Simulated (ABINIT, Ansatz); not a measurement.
**Tellurium (P3_121, 3 atoms a cell): G0W0 on several meshes in ABINIT**

Wanted: mesh dependence and cost of G0W0 for Tellurium (P3_121, 3 atoms a cell).

Main program and level: ABINIT 10.8.3; PBE and many-body steps on it, plane waves.

The database entry behind the starting cell differs from later determinations by our own check (inner coordinate of an old entry), so it need not match the best structure at ambient conditions.

### 1. Set-up

Symmetry: P3_121, No. 152, trigonal system. Conventional cell: a = 4.454 Å, b = 4.454 Å, c = 5.924 Å, α = 90.00°, β = 90.00°, γ = 120.00°. Nearest to Te lie 2 Te at 2.86 Å.

The cell and positions come from the Crystallography Open Database and are kept as given unless a step says otherwise. Spin-orbit coupling is left out unless a step names it.

### 2. Empty states on the mesh, 3×3×2 mesh, 474 bands

This step: ABINIT 10.8.3; DFT, PBE, plane waves, norm-conserving pseudopotentials.

The sums over transitions need many empty states on a uniform mesh; this step solves for them.

File run.abi:

```
acell 3*1.0 Angstrom
rprim 
  4.454000000025 -0.000000000006 0.000000000000
  -2.227000000008 3.857277148481 0.000000000000
  0.000000000000 0.000000000000 5.924000000000
ntypat 1
znucl 52
natom 3
typat 1 1 1
xred 
  0.269000000000 0.000000000000 0.333333333333
  0.000000000000 0.269000000000 0.666666666667
  0.731000000000 0.731000000000 -0.000000000000
pp_dirpath "pseudos"
pseudos "Te.upf"
ecut 39
ngkpt 3 3 2
nshiftk 1
shiftk 0 0 0
kptopt 1
chksymbreak 0
iscf -2
irdden 1
istwfk *1
nband 474
nbdbuf 42
tolwfr 1e-09
nstep 60
prtvol 0
indata_prefix "in"
outdata_prefix "out"
tmpdata_prefix "tmp"
```

On the command line:

```
$ OMP_NUM_THREADS=1 mpirun -n 4 abinit run.abi > log
```

Numbers of over 12 decimals in the logs are rounded to 6 here.

What it wrote:

```text
.Version 10.8.3 of ABINIT. v10.8.2 released Aug 2026.

 Symmetries : space group P3_1 2 1 (#152); Bravais hP (primitive hexag.)
[... echo of the input left out ...]
== DATASET  1 ==================================================================
-   mpi_nproc: 4, omp_nthreads: 1 (-1 if OMP is not activated)

--- !DatasetInfo
iteration_state: {dtset: 1, }
dimensions: {natom: 3, nkpt: 6, mband: 474, nsppol: 1, nspinor: 1, nspden: 1, mpw: 8029, }
cutoff_energies: {ecut:  39.0, pawecutdg:  -1.0, }
[...]
5.23013    5.23236    5.23236    5.23817    5.23818    5.25850    5.27290    5.27297
   5.29133    5.31969    5.32252    5.32792    5.32950    5.33166    5.33460    5.33987
   5.35224    5.35546
 prteigrs : prtvol=0 or 1, do not print more k-points.

== END DATASET(S) ==============================================================
================================================================================

 -outvars: echo values of variables after computation  --------
            nband         474
             nkpt           6
          spgroup         152
 [... the other variables as echoed above ...]

 Calculation completed.
```

Wall time 12 min (4 MPI ranks of Intel Xeon Platinum 8488C (Sapphire Rapids), shared host); peak memory 0.74 GiB; 46 min of CPU time.

This step gave:

```
gap                                                           : 0.1888 eV
k of the valence top                                          : 0.3333, 0.3333, 0.5
k of the conduction bottom                                    : 0.3333, 0.3333, 0.5
least direct gap                                              : 0.1888 eV
k points computed                                             : 6
lowest point of the top converged band, above the valence top : 130.3224 eV
```

On this mesh the gap is 0.189 eV.

The density comes from a self-consistent run that is not shown.

### 3. Screening, 3×3×2 mesh, 197 bands, screening to 176.9 eV

The RPA dielectric matrix is built and inverted for each q.

This step: RPA screening on PBE, plane waves, norm-conserving pseudopotentials.

run.abi, as its differences from that of step 2:

```diff
@@ -21,10 +21,11 @@
 chksymbreak 0
-iscf -2
-irdden 1
 istwfk *1
-nband 474
-nbdbuf 42
-tolwfr 1e-09
-nstep 60
-prtvol 0
+occopt 1
+irdwfk 1
+optdriver 3
+nband 197
+ecuteps 6.5
+inclvkb 2
+awtr 1
+symchi 1
 indata_prefix "in"
```

What it wrote:

```text
.Version 10.8.3 of ABINIT. v10.8.2 released Aug 2026.

 Symmetries : space group P3_1 2 1 (#152); Bravais hP (primitive hexag.)
[... echo of the input left out ...]
== DATASET  1 ==================================================================
-   mpi_nproc: 4, omp_nthreads: 1 (-1 if OMP is not activated)

--- !DatasetInfo
iteration_state: {dtset: 1, }
dimensions: {natom: 3, nkpt: 6, mband: 197, nsppol: 1, nspinor: 1, nspden: 1, mpw: 8029, }
cutoff_energies: {ecut:  39.0, pawecutdg:  -1.0, }
electrons: {nelect:   7.20000000E+01, charge:   0.00000000E+00, occopt:   1.00000000E+00, tsmear:   1.00000000E-02, }

 SCREENING: Calculation of the susceptibility and dielectric matrices

 Based on a program developped by R.W. Godby, V. Olevano, G. Onida, and L. Reining.
 Incorporated in ABINIT by V. Olevano, G.-M. Rignanese, and M. Torrent.
.Using double precision arithmetic ; gwpc =  8

[... cell and pseudopotentials left out ...]
--------------------------------------------------------------------------------

 ==== K-mesh for the wavefunctions ====
 Number of points in the irreducible wedge :     6
[... list of points left out ...]
 Together with  6 symmetry operations and time-reversal symmetry
 yields    18 points in the full Brillouin Zone.

 ==== Q-mesh for the screening function ====
 Number of points in the irreducible wedge :     6
[... list of points left out ...]
 Together with  6 symmetry operations and time-reversal symmetry
 yields    18 points in the full Brillouin Zone.

 setmesh: FFT mesh size selected  =    30x   30x   45
          total number of points  =        40500

 vcoul_init : cutoff-mode = AUXILIARY_FUNCTION
 q-points for optical limit:   1
     1)      0.000010    0.000020    0.000030

- screening: taking advantage of time-reversal symmetry
- Maximum band index for partially occupied states nbvw = 36
- Remaining bands to be divided among processors   nbcw = 161
- Number of bands treated by each node ~40

 Number of electrons calculated from density =   72.0000; Expected =   72.0000
 average of density, n =  0.104831
 r_s =    1.3157
 omega_plasma =   31.2321 [eV]

 calculating chi0 at frequencies [eV] :
  1    0.000000E+00    0.000000E+00
  2    0.000000E+00    3.123205E+01

--------------------------------------------------------------------------------
  q-point number  1        q = ( 0.000000, 0.000000, 0.000000) [r.l.u.]
--------------------------------------------------------------------------------
[... chi0 elements left out ...]
 For q-point:  0.000010 0.000020 0.000030
  dielectric constant =   1.32857E+03
  dielectric constant without local fields =   1.64459E+03

  Average fulfillment of the sum rule on Im[epsilon] for q-point    1 :     64.10  [%]
[... wings left out ...]
  q-point number  2        q = ( 0.333333, 0.000000, 0.000000) [r.l.u.]
--------------------------------------------------------------------------------
[... chi0 elements left out ...]
  Average fulfillment of the sum rule on Im[epsilon] for q-point    2 :     69.20  [%]

 [... 4 further q-points ...]
```

It took 2.2 min on 4 MPI ranks; peak memory 1.8 GiB.

This step gave:

```yaml
eps_infinity_with_local_fields_on_this_mesh_along_the_program_s_q_direction: 1329
the_same_without_local_fields: 1645
plasma_frequency: 31.23 eV
plane_waves_in_the_screening_matrix: 529
```

Local fields lower ε∞ by 19 %. The value itself is an artefact of the mesh, where one narrow direct gap carries too much weight.

### 4. 3×3×2

The self-energy is evaluated for the states that the input lists, and the levels follow from it, in one-shot runs by the linearised quasiparticle equation.

This step: G0W0 on PBE, plane waves, norm-conserving pseudopotentials.

run.abi, as its differences from that of step 3:

```diff
@@ -24,8 +24,17 @@
 irdwfk 1
-optdriver 3
+optdriver 4
 nband 197
+gwcalctyp 0
+ecutsigx 39
+symsigma 1
+nkptgw 2
+kptgw 
+  0.3333333333 0.3333333333 0.5000000000
+  0.0000000000 0.0000000000 0.0000000000
+bdgw 
+  35 39
+  34 38
 ecuteps 6.5
-inclvkb 2
-awtr 1
-symchi 1
+irdscr 1
+ppmodel 1
 indata_prefix "in"
```

What it wrote:

```text
.Version 10.8.3 of ABINIT. v10.8.2 released Aug 2026.

 Symmetries : space group P3_1 2 1 (#152); Bravais hP (primitive hexag.)
[... echo of the input left out ...]
== DATASET  1 ==================================================================
-   mpi_nproc: 4, omp_nthreads: 1 (-1 if OMP is not activated)

--- !DatasetInfo
iteration_state: {dtset: 1, }
dimensions: {natom: 3, nkpt: 6, mband: 197, nsppol: 1, nspinor: 1, nspden: 1, mpw: 8029, }
cutoff_energies: {ecut:  39.0, pawecutdg:  -1.0, }
electrons: {nelect:   7.20000000E+01, charge:   0.00000000E+00, occopt:   1.00000000E+00, tsmear:   1.00000000E-02, }

 SIGMA: Calculation of the GW corrections

 Based on a program developped by R.W. Godby, V. Olevano, G. Onida, and L. Reining.
 Incorporated in ABINIT by V. Olevano, G.-M. Rignanese, and M. Torrent.
.Using double precision arithmetic ; gwpc =  8

[... cell and pseudopotentials left out ...]
--------------------------------------------------------------------------------

 ==== K-mesh for the wavefunctions ====
 Number of points in the irreducible wedge :     6
[... list of points left out ...]
 Together with  6 symmetry operations and time-reversal symmetry
 yields    18 points in the full Brillouin Zone.

 ==== Q-mesh for screening function ====
 Number of points in the irreducible wedge :     6
[... list of points left out ...]
 Together with  6 symmetry operations and time-reversal symmetry
 yields    18 points in the full Brillouin Zone.

 vcoul_init : cutoff-mode = AUXILIARY_FUNCTION
 q-points for optical limit:   1
     1)      0.000010    0.000020    0.000030
 setmesh: FFT mesh size selected  =    45x   45x   72
          total number of points  =       145800

 Number of electrons calculated from density =   72.0000; Expected =   72.0000
 average of density, n =  0.104831
 r_s =    1.3157
 omega_plasma =   31.2321 [eV]

 === KS Band Gaps ===
  >>>> For spin  1
   Minimum direct gap =   0.1887 [eV], located at k-point      :   0.3333  0.3333  0.5000
   Fundamental gap    =   0.1887 [eV], Top of valence bands at :   0.3333  0.3333  0.5000
                                       Bottom of conduction at :   0.3333  0.3333  0.5000
 SIGMA fundamental parameters:
 PLASMON POLE MODEL  1
 number of plane-waves for SigmaX                 8029
 number of plane-waves for SigmaC and W            529
 number of plane-waves for wavefunctions          8029
 number of bands                                   197
 number of independent spin polarizations            1
 number of spinorial components                      1
 number of k-points in IBZ                           6
 number of q-points in IBZ                           6
 number of symmetry operations                       6
 number of k-points in BZ                           18
 number of q-points in BZ                           18
 number of frequencies for dSigma/dE                 9
 frequency step for dSigma/dE [eV]                0.25
 number of omega for Sigma on real axis              0
 max omega for Sigma on real axis  [eV]           0.00
 zcut for avoiding poles [eV]                     0.10

 EPSILON^-1 parameters (SCR file):
 dimension of the eps^-1 matrix on file            529
 dimension of the eps^-1 matrix used               529
 number of plane-waves for wavefunctions          8029
 number of bands                                   197
 number of q-points in IBZ                           6
 number of frequencies                               2
 number of real frequencies                          1
 number of imag frequencies                          1

 matrix elements of self-energy operator (all in [eV])

 Perturbative Calculation

--- !SelfEnergy_ee
iteration_state: {dtset: 1, }
kpoint     : [   0.333,    0.333,    0.500, ]
spin       : 1
KS_gap     :    0.189
QP_gap     :    0.439
Delta_QP_KS:    0.250
data: !SigmaeeData |
     Band     E0 <VxcDFT>   SigX SigC(E0)      Z dSigC/dE  Sig(E)    E-E0       E
       35   6.838 -13.348 -14.415   0.886   0.791  -0.265 -13.491  -0.143   6.695
       36   6.838 -13.348 -14.415   0.886   0.791  -0.265 -13.491  -0.143   6.695
       37   7.027 -12.763  -9.319  -3.308   0.793  -0.261 -12.656   0.107   7.134
       38   8.172 -12.773  -9.110  -3.524   0.792  -0.263 -12.662   0.110   8.283
       39   8.172 -12.773  -9.110  -3.524   0.792  -0.263 -12.662   0.110   8.283

--- !SelfEnergy_ee
iteration_state: {dtset: 1, }
kpoint     : [   0.000,    0.000,    0.000, ]
spin       : 1
KS_gap     :    1.864
QP_gap     :    2.246
Delta_QP_KS:    0.381
data: !SigmaeeData |
     Band     E0 <VxcDFT>   SigX SigC(E0)      Z dSigC/dE  Sig(E)    E-E0       E
       34   5.166 -12.255 -14.260   1.656   0.784  -0.276 -12.529  -0.274   4.892
       35   5.166 -12.255 -14.260   1.656   0.784  -0.276 -12.529  -0.274   4.892
       36   5.992 -12.551 -14.380   1.502   0.786  -0.272 -12.808  -0.257   5.735
       37   7.856 -13.090  -9.507  -3.425   0.788  -0.269 -12.965   0.124   7.980
       38   7.856 -13.090  -9.507  -3.425   0.788  -0.269 -12.965   0.124   7.980

== END DATASET(S) ==============================================================
================================================================================

 -outvars: echo values of variables after computation  --------
           etotal      0.0000000000E+00
            nband         197
             nkpt           6
          spgroup         152
 [... the other variables as echoed above ...]

 Calculation completed.
```

Elapsed: 41 s, on 4 MPI ranks; peak memory 1.7 GiB.

Numbers from this step:

- G0W0 gap on the points computed: 0.4390 eV
- starting gap on the mesh: 0.1888 eV
- k of the valence top: 0.3333, 0.3333, 0.5
- k of the conduction bottom: 0.3333, 0.3333, 0.5
- Z at the valence top: 0.791
- Z at the conduction bottom: 0.793
- least direct G0W0 gap on the computed points: 0.4390 eV

The gap on the mesh goes from 0.19 eV to 0.44 eV, a correction of +0.25 eV.

### 5. Empty states on the mesh, 3×3×4 mesh, 215 bands

This step: DFT, PBE, plane waves, norm-conserving pseudopotentials.

run.abi, as its differences from that of step 4:

```diff
@@ -16,3 +16,3 @@
 ecut 39
-ngkpt 3 3 2
+ngkpt 3 3 4
 nshiftk 1
@@ -21,20 +21,10 @@
 chksymbreak 0
+iscf -2
+irdden 1
 istwfk *1
-occopt 1
-irdwfk 1
-optdriver 4
-nband 197
-gwcalctyp 0
-ecutsigx 39
-symsigma 1
-nkptgw 2
-kptgw 
-  0.3333333333 0.3333333333 0.5000000000
-  0.0000000000 0.0000000000 0.0000000000
-bdgw 
-  35 39
-  34 38
-ecuteps 6.5
-irdscr 1
-ppmodel 1
+nband 215
+nbdbuf 18
+tolwfr 1e-09
+nstep 60
+prtvol 0
 indata_prefix "in"
```

What it wrote:

```text
.Version 10.8.3 of ABINIT. v10.8.2 released Aug 2026.

 Symmetries : space group P3_1 2 1 (#152); Bravais hP (primitive hexag.)
[... echo of the input left out ...]
== DATASET  1 ==================================================================
-   mpi_nproc: 4, omp_nthreads: 1 (-1 if OMP is not activated)

--- !DatasetInfo
iteration_state: {dtset: 1, }
dimensions: {natom: 3, nkpt: 10, mband: 215, nsppol: 1, nspinor: 1, nspden: 1, mpw: 8029, }
cutoff_energies: {ecut:  39.0, pawecutdg:  -1.0, }
[...]
2.75349    2.75441    2.75441    2.75535    2.76363    2.76363    2.76883    2.76883
   2.79169    2.79985    2.79985    2.81615    2.81616    2.81641    2.82165    2.82980
   2.82980    2.85261    2.85579    2.85604    2.87102    2.88580    2.88624
 prteigrs : prtvol=0 or 1, do not print more k-points.

== END DATASET(S) ==============================================================
================================================================================

 -outvars: echo values of variables after computation  --------
            nband         215
             nkpt          10
          spgroup         152
 [... the other variables as echoed above ...]

 Calculation completed.
```

Elapsed: 4.2 min, on 4 MPI ranks; peak memory 0.67 GiB.

Numbers from this step:

| Quantity | Value |
| --- | --- |
| gap | 0.1888 eV |
| k of the valence top | 0.3333, 0.3333, 0.5 |
| k of the conduction bottom | 0.3333, 0.3333, 0.5 |
| least direct gap | 0.1888 eV |
| k points computed | 10 |
| lowest point of the top converged band, above the valence top | 66.3367 eV |

On this mesh the gap is 0.189 eV.

### 6. Screening, 3×3×4 mesh, 197 bands, screening to 176.9 eV

This step: RPA screening on PBE, plane waves, norm-conserving pseudopotentials.

run.abi, as its differences from that of step 5:

```diff
@@ -21,10 +21,11 @@
 chksymbreak 0
-iscf -2
-irdden 1
 istwfk *1
-nband 215
-nbdbuf 18
-tolwfr 1e-09
-nstep 60
-prtvol 0
+occopt 1
+irdwfk 1
+optdriver 3
+nband 197
+ecuteps 6.5
+inclvkb 2
+awtr 1
+symchi 1
 indata_prefix "in"
```

What it wrote:

```text
.Version 10.8.3 of ABINIT. v10.8.2 released Aug 2026.

 Symmetries : space group P3_1 2 1 (#152); Bravais hP (primitive hexag.)
[... echo of the input left out ...]
== DATASET  1 ==================================================================
-   mpi_nproc: 4, omp_nthreads: 1 (-1 if OMP is not activated)

--- !DatasetInfo
iteration_state: {dtset: 1, }
dimensions: {natom: 3, nkpt: 10, mband: 197, nsppol: 1, nspinor: 1, nspden: 1, mpw: 8029, }
cutoff_energies: {ecut:  39.0, pawecutdg:  -1.0, }
electrons: {nelect:   7.20000000E+01, charge:   0.00000000E+00, occopt:   1.00000000E+00, tsmear:   1.00000000E-02, }

 SCREENING: Calculation of the susceptibility and dielectric matrices

 Based on a program developped by R.W. Godby, V. Olevano, G. Onida, and L. Reining.
 Incorporated in ABINIT by V. Olevano, G.-M. Rignanese, and M. Torrent.
.Using double precision arithmetic ; gwpc =  8

[... cell and pseudopotentials left out ...]
--------------------------------------------------------------------------------

 ==== K-mesh for the wavefunctions ====
 Number of points in the irreducible wedge :    10
[... list of points left out ...]
 Together with  6 symmetry operations and time-reversal symmetry
 yields    36 points in the full Brillouin Zone.

 ==== Q-mesh for the screening function ====
 Number of points in the irreducible wedge :    10
[... list of points left out ...]
 Together with  6 symmetry operations and time-reversal symmetry
 yields    36 points in the full Brillouin Zone.

 setmesh: FFT mesh size selected  =    30x   30x   45
          total number of points  =        40500

 vcoul_init : cutoff-mode = AUXILIARY_FUNCTION
 q-points for optical limit:   1
     1)      0.000010    0.000020    0.000030

- screening: taking advantage of time-reversal symmetry
- Maximum band index for partially occupied states nbvw = 36
- Remaining bands to be divided among processors   nbcw = 161
- Number of bands treated by each node ~40

 Number of electrons calculated from density =   72.0000; Expected =   72.0000
 average of density, n =  0.104831
 r_s =    1.3157
 omega_plasma =   31.2321 [eV]

 calculating chi0 at frequencies [eV] :
  1    0.000000E+00    0.000000E+00
  2    0.000000E+00    3.123205E+01

--------------------------------------------------------------------------------
  q-point number  1        q = ( 0.000000, 0.000000, 0.000000) [r.l.u.]
--------------------------------------------------------------------------------
[... chi0 elements left out ...]
 For q-point:  0.000010 0.000020 0.000030
  dielectric constant = 737.5145
  dielectric constant without local fields = 830.9005

  Average fulfillment of the sum rule on Im[epsilon] for q-point    1 :     64.13  [%]
[... wings left out ...]
  q-point number  2        q = ( 0.333333, 0.000000, 0.000000) [r.l.u.]
--------------------------------------------------------------------------------
[... chi0 elements left out ...]
  Average fulfillment of the sum rule on Im[epsilon] for q-point    2 :     69.23  [%]

 [... 8 further q-points ...]
```

Run time: 14 min. Hardware: 4 MPI ranks; peak memory 2.8 GiB.

This step gave:

* ε∞ with local fields, on this mesh, along the program's q direction: 737.5
* the same without local fields: 830.9
* plasma frequency: 31.23 eV
* plane waves in the screening matrix: 529

(Part 1 of 2 ends here.)

[Paths, hosts, dates, memory and timing lines, banners, echoed tables and standing remarks are left out of the program output.]

[Logs are printed without paths, hosts, clocks, repeated set-up lines and the standing remarks that a program may print on its own settings, such as how far it seeks lower states.]

[Runs of the session that timed out or met a known fault of the program may be left out.]

[Hosts, paths, dates, database ids (printed as entryN), source tags and the programs' standing remarks are cut or masked in the printed files.]

[G0W0 gaps are taken among the corrected bands and points alone; a level outside them can change the order at an edge.]

[Where Ansatz stands beside ABINIT at settings called matched, ABINIT's density can come from a denser mesh and the files from another edition; pairs whose starting gaps differed by over 0.03 eV were left out, so agreement reads better than it is.]
